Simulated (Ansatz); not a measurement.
# How the smearing shapes the phonons of CuPd (Pm-3m), part 2 of 2

Does CuPd (Pm-3m) have a Kohn anomaly or a soft branch that a wide smearing hides?

Ansatz 0.2.0; DFT PBEsol, scalar-relativistic, plane waves, PAW.

So far. Step 2 (Relaxing cell and atoms): The largest force is now zero by symmetry and the largest stress component 0.0032 GPa, small enough for phonons. Step 4 (Phonons along a line: Fermi–Dirac smearing of 0.25 eV): Against step 3 (now smearing width 0.25 eV), the free energy moves by -58.7 meV an atom. The relaxed cell has a = 2.962 Å (conventional setting).

## Step 5: Phonons along a line: Fermi–Dirac smearing of 0.04 eV (continued)

Each wavevector solved by linear response. Table of frequency by |q| along the line:

```
|q| along the line (Å⁻¹)  mode 1 = mode 2 (cm⁻¹)  mode 3 (cm⁻¹)  mode 4 = mode 5 (cm⁻¹)  mode 6 (cm⁻¹)
                   0.000                       0              0                     223            223
                   0.133                    22.0           30.5                     222            223
                   0.398                    65.3           86.8                     216            223
                   0.663                     104            134                     204            216
                   0.928                     132            169                     191            202
```

Against step 3 (now smearing width 0.04 eV), the free energy moves by +10.2 meV an atom.

## Step 6: Phonons along a line: Methfessel–Paxton smearing of 0.2 eV

Each wavevector is solved by itself, so no interpolation smooths a dip of the branch.

input.yaml

```yaml
crystal:
  lattice:
    - [2.9620481756, 0.0, 0.0]
    - [0.0, 2.9620481756, 0.0]
    - [0.0, 0.0, 2.9620481756]
  atoms:
    - { symbol: Cu, position: [0.0, 0.0, 0.0] }
    - { symbol: Pd, position: [0.5, 0.5, 0.5] }
kpoints:
  mp_grid: { grid: [16, 16, 16] }
hamiltonian:
  xc: pbesol
scf:
  occupations: { method: methfessel_paxton, width: 0.2 }
output:
  eigenvalues: true
phonons:
  method: dfpt
  qpoints:
    - [0, 0, 0]
    - [0.0, 0.0625, 0.0]
    - [0.0, 0.1875, 0.0]
    - [0.0, 0.3125, 0.0]
    - [0.0, 0.4375, 0.0]
```

The run is started by

```
ansatz run input.yaml --threads 4 --pin off --max-ram 8192MiB --backend cpu --events-out ev --progress --plain --runs-dir out
```

Numbers of over 12 decimals in the logs are rounded to 6 here.

Log:

```text
[...]
Crystal: 2 atoms, lattice volume = 25.988 Å³
Basis set: ecut = 420 eV, 485 PW (Γ), exchange–correlation on 40×40×40 points (8 copies of the dense FFT grid, shifted against one another)
Bands: 23, of which v1, the nominal top of the filled ones, is band 19 counted from 1 (18 counted from 0)
Symmetry: 48 space group operations
k-points: 165 of 4096
[...]
SCF iter   1: F=—  HF=-13495.643362 eV  |F-HF|=—  |Δ(HF+E_count)|=         —  Δρ=1.56e-2  dr2=3.63e-2  ethr=1.77e-3  ⟨swp⟩=5.0  Hψ=15364  notcnv=0
[...]
SCF iter   7: F=-13495.635663 eV  HF=-13495.635663 eV  |F-HF|=0.00e0  |Δ(HF+E_count)|=  5.09e-11  S|Δr|=    0.00e0  Δρ=9.45e-8  dr2=4.18e-13  ethr=1.00e-12  ⟨swp⟩=6.4  Hψ=17955  notcnv=0
SCF 1 converged in 7 iterations: F = -13495.635663 eV  dr2 = 4.18e-13
[...]
SCF converged after 7 iterations
Stability not checked: this state was not tested for a lower state beside it, because cold or Methfessel-Paxton smearing, or corrected tetrahedra, fill the levels in a way that the test cannot read (fill_not_monotonic; see scf.lower_state_search)
Free energy (F): -13495.635663 eV
[...]
Internal energy: -13495.642197 eV  (E = F + TS)
E sigma→0 (E₀):  -13495.637296 eV
Entropy (-TS):   0.006535 eV (3.267 meV/atom)
Fermi energy:    18.398786 eV
[...]
--- Band table (eV; the first three rows and the last of 165) ---
  k-point 0: bands = [... 15 lower, 17.3000, 18.3147, 18.3147, 18.3147, 27.4123, 27.4123, 27.4123, 34.6465]
  k-point 1: bands = [... 15 lower, 17.3131, 18.2397, 18.2397, 18.2920, 26.9301, 27.5734, 27.5734, 34.5840]
  k-point 2: bands = [... 15 lower, 17.3511, 18.0334, 18.0334, 18.2251, 25.7878, 28.0368, 28.0368, 34.4064]
  k-point 164: bands = [... 15 lower, 17.1708, 18.2492, 18.2492, 24.8789, 26.4456, 26.4456, 26.4456, 27.8918]
[...]
ASR residual: 3.578e-5 → 0.000e0 eV/Å²; symmetrization residual: 3.409e-7 eV/Å²
  ASR residual per site (eV/Å²): 2.15e-5 3.58e-5
  Γ frequencies (cm⁻¹): 0.00 0.00 0.00 223.07 223.07 223.07
[...]
--- Phonons (arbitrary-q DFPT): 5 explicit q-points ---
[...]
```

Run time: 3.4 min. Hardware: 4 threads of Arm Neoverse V2, shared host; peak memory 2.2 GiB.

Each wavevector solved by linear response. Table of frequency by |q| along the line:

```
|q| along the line (Å⁻¹)  mode 1 = mode 2 (cm⁻¹)  mode 3 (cm⁻¹)  mode 4 = mode 5 (cm⁻¹)  mode 6 (cm⁻¹)
                   0.000                       0              0                     223            223
                   0.133                    21.7           30.6                     222            223
                   0.398                    64.2           87.1                     216            223
                   0.663                     103            135                     204            216
                   0.928                     132            169                     191            202
```

Against step 3 (now occupations Methfessel-Paxton and smearing width 0.2 eV), the free energy moves by +13.4 meV an atom.

## Step 7: The lowest branch at each setting

Lowest frequency against |q| along the line:

```
|q| along the line (Å⁻¹)  fermi dirac 0.1 eV, k 16x16x16 (cm⁻¹)  fermi dirac 0.25 eV, k 16x16x16 (cm⁻¹)  fermi dirac 0.04 eV, k 16x16x16 (cm⁻¹)  methfessel paxton 0.2 eV, k 16x16x16 (cm⁻¹)
                   0.000                                      0                                       0                                       0                                            0
                   0.133                                   22.4                                    22.7                                    22.0                                         21.7
                   0.398                                   65.6                                    66.3                                    65.3                                         64.2
                   0.663                                    104                                     105                                     104                                          103
                   0.928                                    132                                     132                                     132                                          132
```

## Step 8: What came out

* phonon run of the rows without a label of their own: PBEsol, k 16×16×16
* lowest branch at the last solved point, Fermi–Dirac 0.1 eV: 132 cm⁻¹ at |q| = 0.928 Å⁻¹
* lowest branch at the last solved point, Fermi–Dirac 0.25 eV: 132 cm⁻¹ at |q| = 0.928 Å⁻¹
* lowest branch at the last solved point, Fermi–Dirac 0.04 eV: 132 cm⁻¹ at |q| = 0.928 Å⁻¹
* lowest branch at the last solved point, Methfessel–Paxton 0.2 eV: 132 cm⁻¹ at |q| = 0.928 Å⁻¹

In words: No branch softens by more than 4 % of the top frequency as the smearing narrows, so no anomaly that hangs on the smearing shows at these points. The line holds 5 wavevectors, so a narrow dip between them would be missed. Between Fermi–Dirac 0.25 eV and Fermi–Dirac 0.04 eV the largest change, with modes counted by rank of frequency, is in mode 4 at |q| = 0 Å⁻¹, from 225 to 223 cm⁻¹; the branches hardly feel the smearing. Where branches cross, a count by rank can hide a softening. At the narrowest width the k mesh may not resolve the Fermi surface, so part of the change can be mesh noise.

[Logs are printed without paths, hosts, clocks, repeated set-up lines and the standing remarks that a program may print on its own settings, such as how far it seeks lower states.]

[Hosts, paths, dates, database ids (printed as entryN), source tags and the programs' standing remarks are cut or masked in the printed files.]
